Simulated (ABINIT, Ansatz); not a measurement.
**CsGeBr3 (Pm-3m): G0W0 with ABINIT, start to end**

Wanted: ground state, empty states, screening and self-energy for CsGeBr3 (Pm-3m).

Program: ABINIT 10.8.3. Level of theory: PBEsol and many-body steps on it, plane waves. Results are calculated unless marked as measured.

## Step 1: Starting point

Symmetry: Pm-3m, No. 221, cubic system. Conventional cell: a = 5.533 Å, b = 5.533 Å, c = 5.533 Å, α = 90.00°, β = 90.00°, γ = 90.00°. Nearest to Cs lie 12 Br at 3.91 Å. Nearest to Ge lie 6 Br at 2.77 Å. Nearest to Br lie 2 Ge at 2.77 Å and 4 Cs at 3.91 Å. Farther neighbours and most contacts between anions are not listed.

The cell and positions are those that the Materials Project relaxed with its own functionals (PBE, PBE+U or r2SCAN), kept fixed. Spin-orbit coupling is left out unless a step names it.

## Step 2: Ground state

This step: ABINIT 10.8.3; DFT, PBEsol, plane waves, norm-conserving pseudopotentials.

The ground-state density comes first.

Contents of run.abi:

```
acell 3*1.0 Angstrom
rprim 
  5.533327140000 0.000000000000 0.000000000000
  0.000000000000 5.533327140000 0.000000000000
  0.000000000000 0.000000000000 5.533327140000
ntypat 3
znucl 55 32 35
natom 5
typat 1 2 3 3 3
xred 
  0.000000000000 0.000000000000 0.000000000000
  0.500000000000 0.500000000000 0.500000000000
  0.500000000000 0.500000000000 0.000000000000
  0.500000000000 0.000000000000 0.500000000000
  0.000000000000 0.500000000000 0.500000000000
pp_dirpath "pseudos"
pseudos "Cs.upf, Ge.upf, Br.upf"
ecut 56
ngkpt 4 4 4
nshiftk 1
shiftk 0 0 0
kptopt 1
chksymbreak 0
nband 47
occopt 1
tolvrs 1e-08
nstep 60
prtwf 0
optforces 0
optstress 0
indata_prefix "in"
outdata_prefix "out"
tmpdata_prefix "tmp"
```

Run with:

```console
OMP_NUM_THREADS=1 mpirun -n 4 abinit run.abi > log
```

Numbers of over 12 decimals in the logs are rounded to 6 here.

Log:

```text
.Version 10.8.3 of ABINIT. v10.8.2 released Aug 2026.

 Symmetries : space group Pm -3 m (#221); Bravais cP (primitive cubic)
================================================================================
 Values of the parameters that define the memory need of the present run
     intxc =       0    ionmov =       0      iscf =       7    lmnmax =       8
     lnmax =       8     mgfft =      72  mpssoang =       4    mqgrid =    3523
     natom =       5  nloc_mem =       1    nspden =       1   nspinor =       1
    nsppol =       1      nsym =      48    n1xccc =    2501    ntypat =       3
    occopt =       1   xclevel =       2
-    mband =          47        mffmem =           1         mkmem =           3
       mpw =       22923          nfft =      373248          nkpt =          10
================================================================================
  Rough estimation (10% accuracy) of disk space for files :
================================================================================

--------------------------------------------------------------------------------
------------- Echo of variables that govern the present computation ------------
--------------------------------------------------------------------------------
 -outvars: echo values of preprocessed input variables --------
            acell      1.8897261259E+00  1.8897261259E+00  1.8897261259E+00 Bohr

      chksymbreak           0
             ecut      5.60000000E+01 Hartree
-          fftalg         312

              ixc     -116133
              kpt      0.00000000E+00  0.00000000E+00  0.00000000E+00
                       2.50000000E-01  0.00000000E+00  0.00000000E+00
                       5.00000000E-01  0.00000000E+00  0.00000000E+00
                       2.50000000E-01  2.50000000E-01  0.00000000E+00
                       5.00000000E-01  2.50000000E-01  0.00000000E+00
                       5.00000000E-01  5.00000000E-01  0.00000000E+00
                       2.50000000E-01  2.50000000E-01  2.50000000E-01
                       5.00000000E-01  2.50000000E-01  2.50000000E-01
                       5.00000000E-01  5.00000000E-01  2.50000000E-01
                       5.00000000E-01  5.00000000E-01  5.00000000E-01
         kptrlatt        4    0    0      0    4    0      0    0    4
          kptrlen      4.18258914E+01
P           mkmem           3
            natom           5
            nband          47
            ngfft          72      72      72
             nkpt          10
            nstep          60
             nsym          48
           ntypat           3
              occ      2.000000  2.000000  2.000000  2.000000  2.000000  2.000000
                       2.000000  2.000000  2.000000  2.000000  2.000000  2.000000
                       2.000000  2.000000  2.000000  2.000000  2.000000  2.000000
                       2.000000  2.000000  2.000000  2.000000  2.000000  2.000000
                       2.000000  2.000000  2.000000  2.000000  2.000000  2.000000
                       2.000000  2.000000  2.000000  2.000000  2.000000  2.000000
                       2.000000  2.000000  2.000000  2.000000  2.000000  0.000000
                       0.000000  0.000000  0.000000  0.000000  0.000000
        optforces           0
        optstress           0
            prtwf           0
            rprim      5.5333271400E+00  0.0000000000E+00  0.0000000000E+00
                       0.0000000000E+00  5.5333271400E+00  0.0000000000E+00
[...]
spgroup         221

           tolvrs      1.00000000E-08

             xred      0.0000000000E+00  0.0000000000E+00  0.0000000000E+00
[...]
znucl       55.00000   32.00000   35.00000

================================================================================

 chkinp: Checking input parameters for consistency.

================================================================================
== DATASET  1 ==================================================================
-   mpi_nproc: 4, omp_nthreads: 1 (-1 if OMP is not activated)

--- !DatasetInfo
iteration_state: {dtset: 1, }
dimensions: {natom: 5, nkpt: 10, mband: 47, nsppol: 1, nspinor: 1, nspden: 1, mpw: 22923, }
cutoff_energies: {ecut:  56.0, pawecutdg:  -1.0, }
electrons: {nelect:   8.20000000E+01, charge:   0.00000000E+00, occopt:   1.00000000E+00, tsmear:   1.00000000E-02, }

 Real(R)+Recip(G) space primitive vectors, cartesian coordinates (Bohr,Bohr^-1):
 R(1)= 10.4564729  0.0000000  0.0000000  G(1)=  0.0956345  0.0000000  0.0000000
 R(2)=  0.0000000 10.4564729  0.0000000  G(2)=  0.0000000  0.0956345  0.0000000
 R(3)=  0.0000000  0.0000000 10.4564729  G(3)=  0.0000000  0.0000000  0.0956345
 Unit cell volume ucvol=  1.1432880E+03 bohr^3
 Angles (23,13,12)=  9.00000000E+01  9.00000000E+01  9.00000000E+01 degrees

 getcut: wavevector=  0.0000  0.0000  0.0000  ngfft=  72  72  72
         ecut(hartree)=     56.000   => boxcut(ratio)=   2.04403

--- Pseudopotential description ------------------------------------------------
- Cs Generated using ONCVPSP code by D. R. Hamann
- 55.00000   9.00000  180301                  znucl, zion, pspdat
12 -116133 3 -1 2384                          pspcod,pspxc,lmax,lloc,mmax
     nproj     2     2     2     2
  pspatm : epsatm=   22.12462466
         --- l  ekb(1:nproj) -->
[...]
- 32.00000  22.00000  180301                  znucl, zion, pspdat
12 -116133 2 -1 1560                          pspcod,pspxc,lmax,lloc,mmax
     nproj     2     2     2     0
  pspatm : epsatm=   22.55990694
         --- l  ekb(1:nproj) -->
[...]
pspatm: atomic psp has been read  and splines computed

- Br Generated using ONCVPSP code by D. R. Hamann
- 35.00000  17.00000  180301                  znucl, zion, pspdat
12 -116133 2 -1 1098                          pspcod,pspxc,lmax,lloc,mmax
     nproj     2     2     2     0
  pspatm : epsatm=   31.49815384
         --- l  ekb(1:nproj) -->
[...]
pspatm: atomic psp has been read  and splines computed

   1.14126774E+04                                ecore*ucvol(ha*bohr**3)
--------------------------------------------------------------------------------

_setup2: Arith. and geom. avg. npw (full set) are   22891.266   22891.246

================================================================================

--- !BeginCycle
iteration_state: {dtset: 1, }
solver: {iscf: 7, nstep: 60, nline: 4, wfoptalg: 0, }
tolerances: {tolvrs: 1.00E-08, }

     iter   Etot(hartree)      deltaE(h)  residm     vres2
 ETOT  1  -695.09343677473    -6.951E+02 2.605E+00 4.559E+04
 ETOT  2  -698.92375601785    -3.830E+00 2.325E+00 1.078E+05
 ETOT  3  -708.04427754671    -9.121E+00 6.765E-02 7.214E+03
 ETOT  4  -708.41427935301    -3.700E-01 1.312E-02 4.934E+03
 ETOT  5  -708.69591451638    -2.816E-01 8.214E-03 2.161E+03
 ETOT  6  -708.82642134576    -1.305E-01 3.773E-03 8.450E+02
 ETOT  7  -708.86155492723    -3.513E-02 2.228E-03 3.921E+02
 ETOT  8  -708.88582395663    -2.427E-02 1.473E-03 1.099E+02
 ETOT  9  -708.89340719434    -7.583E-03 1.699E-03 1.046E+01
 ETOT 10  -708.89427619172    -8.690E-04 2.364E-03 3.953E-03
 ETOT 11  -708.89427718974    -9.980E-07 8.168E-04 3.206E-04
 ETOT 12  -708.89427724426    -5.452E-08 1.920E-03 3.355E-05
 ETOT 13  -708.89427724753    -3.270E-09 3.552E-03 5.687E-07
 ETOT 14  -708.89427724788    -3.517E-10 1.127E-03 1.795E-07
 ETOT 15  -708.89427724798    -9.686E-11 9.534E-05 1.510E-08
 ETOT 16  -708.89427724794     3.433E-11 6.979E-05 4.822E-10

 At SCF step   16       vres2   =  4.82E-10 < tolvrs=  1.00E-08 =>converged.

--- !ResultsGS
iteration_state: {dtset: 1, }
comment   : Summary of ground state results
lattice_vectors:
- [ 10.4564729,   0.0000000,   0.0000000, ]
- [  0.0000000,  10.4564729,   0.0000000, ]
- [  0.0000000,   0.0000000,  10.4564729, ]
lattice_lengths: [  10.45647,   10.45647,   10.45647, ]
lattice_angles: [ 90.000,  90.000,  90.000, ] # degrees, (23, 13, 12)
lattice_volume:   1.1432880E+03
convergence: {deltae:  3.433E-11, res2:  4.822E-10, residm:  6.979E-05, diffor:  0.000E+00, }
etotal    :  -7.08894277E+02
entropy   :   0.00000000E+00
fermie    :   1.03968160E-01
cartesian_stress_tensor: null
pressure_GPa: null
xred      :
- [  0.0000E+00,   0.0000E+00,   0.0000E+00, Cs]
- [  5.0000E-01,   5.0000E-01,   5.0000E-01, Ge]
- [  5.0000E-01,   5.0000E-01,   0.0000E+00, Br]
- [  5.0000E-01,   0.0000E+00,   5.0000E-01, Br]
- [  0.0000E+00,   5.0000E-01,   5.0000E-01, Br]
cartesian_forces: null
force_length_stats: {min: null, max: null, mean: null, }

 Integrated electronic density in atomic spheres:
 ------------------------------------------------
 Atom  Sphere_radius  Integrated_density
[...]
================================================================================

 ----iterations are completed or convergence reached----

 Mean square residual over all n,k,spin=   32.218E-08; max=  69.789E-06
 reduced coordinates (array xred) for    5 atoms
       0.000000000000      0.000000000000      0.000000000000
       0.500000000000      0.500000000000      0.500000000000
       0.500000000000      0.500000000000      0.000000000000
       0.500000000000      0.000000000000      0.500000000000
       0.000000000000      0.500000000000      0.500000000000
 rms dE/dt=  0.0000E+00; max dE/dt=  0.0000E+00; dE/dt below (all hartree)
    1       0.000000000000      0.000000000000      0.000000000000
    2       0.000000000000      0.000000000000      0.000000000000
    3       0.000000000000      0.000000000000      0.000000000000
    4       0.000000000000      0.000000000000      0.000000000000
    5       0.000000000000      0.000000000000      0.000000000000

 cartesian coordinates (angstrom) at end:
    1      0.000000     0.000000     0.000000
    2      2.766664     2.766664     2.766664
    3      2.766664     2.766664     0.000000
    4      2.766664     0.000000     2.766664
    5      0.000000     2.766664     2.766664
 length scales=  1.889726125908  1.889726125908  1.889726125908 bohr
              =  1.000000000000  1.000000000000  1.000000000000 angstroms
 prteigrs : about to open file out_EIG
 Fermi (or HOMO) energy (hartree) =   0.10397   Average Vxc (hartree)=  -0.32364
 Eigenvalues (hartree) for nkpt=  10  k points:
 kpt#   1, nband= 47, wtk=  0.01563, kpt=  0.0000  0.0000  0.0000 (reduced coord)
  -5.92913   -3.99291   -3.99291   -3.99291   -2.13949   -2.13948   -2.13948   -2.13764
  -2.13764   -2.13764   -2.13764   -2.13764   -2.13764   -2.13241   -2.13241   -2.13241
  -2.13239   -2.13239   -2.13239   -0.82896   -0.82896   -0.82865   -0.82865   -0.82865
  -0.68217   -0.46602   -0.43757   -0.43757   -0.19833   -0.19833   -0.19833   -0.15624
  -0.08770   -0.08770   -0.08770    0.01044    0.01044    0.01044    0.01969    0.01969
   0.01969    0.21265    0.23957    0.23957    0.26303    0.26303    0.26303
 prteigrs : prtvol=0 or 1, do not print more k-points.

--- !EnergyTerms
iteration_state     : {dtset: 1, }
comment             : Components of total free energy in Hartree
kinetic             :  3.76457560873635E+02
hartree             :  2.99810386806396E+02
xc                  : -1.00191268646632E+02
Ewald energy        : -2.93631318663032E+02
psp_core            :  9.98232945246534E+00
local_psp           : -7.67781356558673E+02
non_local_psp       : -2.33540610512101E+02
total_energy        : -7.08894277247942E+02
total_energy_eV     : -1.92899959857593E+04
band_energy         : -1.13977964376327E+02

== END DATASET(S) ==============================================================
================================================================================

 -outvars: echo values of variables after computation  --------
           etotal     -7.0889427725E+02
            nband          47
             nkpt          10
          spgroup         221
 [... the other variables as echoed above ...]

 Calculation completed.
```

Run time: 4.4 min. Hardware: 4 MPI ranks of Arm Neoverse V1, shared host; peak memory 0.78 GiB.

This step gave:

```
total energy               : -19289.9960 eV
gap                        : 0.4958 eV
k of the valence top       : 0.5, 0.5, 0.5
k of the conduction bottom : 0.5, 0.5, 0.5
least direct gap           : 0.4958 eV
```

The gap is direct, at (0.500, 0.500, 0.500).

(Continued in part 2 of 3.)

[Paths, hosts, dates, memory and timing lines, banners, echoed tables and standing remarks are left out of the program output.]

[Logs are printed without paths, hosts, clocks, repeated set-up lines and the standing remarks that a program may print on its own settings, such as how far it seeks lower states.]

[Runs of the session that timed out or met a known fault of the program may be left out.]

[Hosts, paths, dates, database ids (printed as entryN), source tags and the programs' standing remarks are cut or masked in the printed files.]

[G0W0 gaps are taken among the corrected bands and points alone; a level outside them can change the order at an edge.]

[Where Ansatz stands beside ABINIT at settings called matched, ABINIT's density can come from a denser mesh and the files from another edition; pairs whose starting gaps differed by over 0.03 eV were left out, so agreement reads better than it is.]
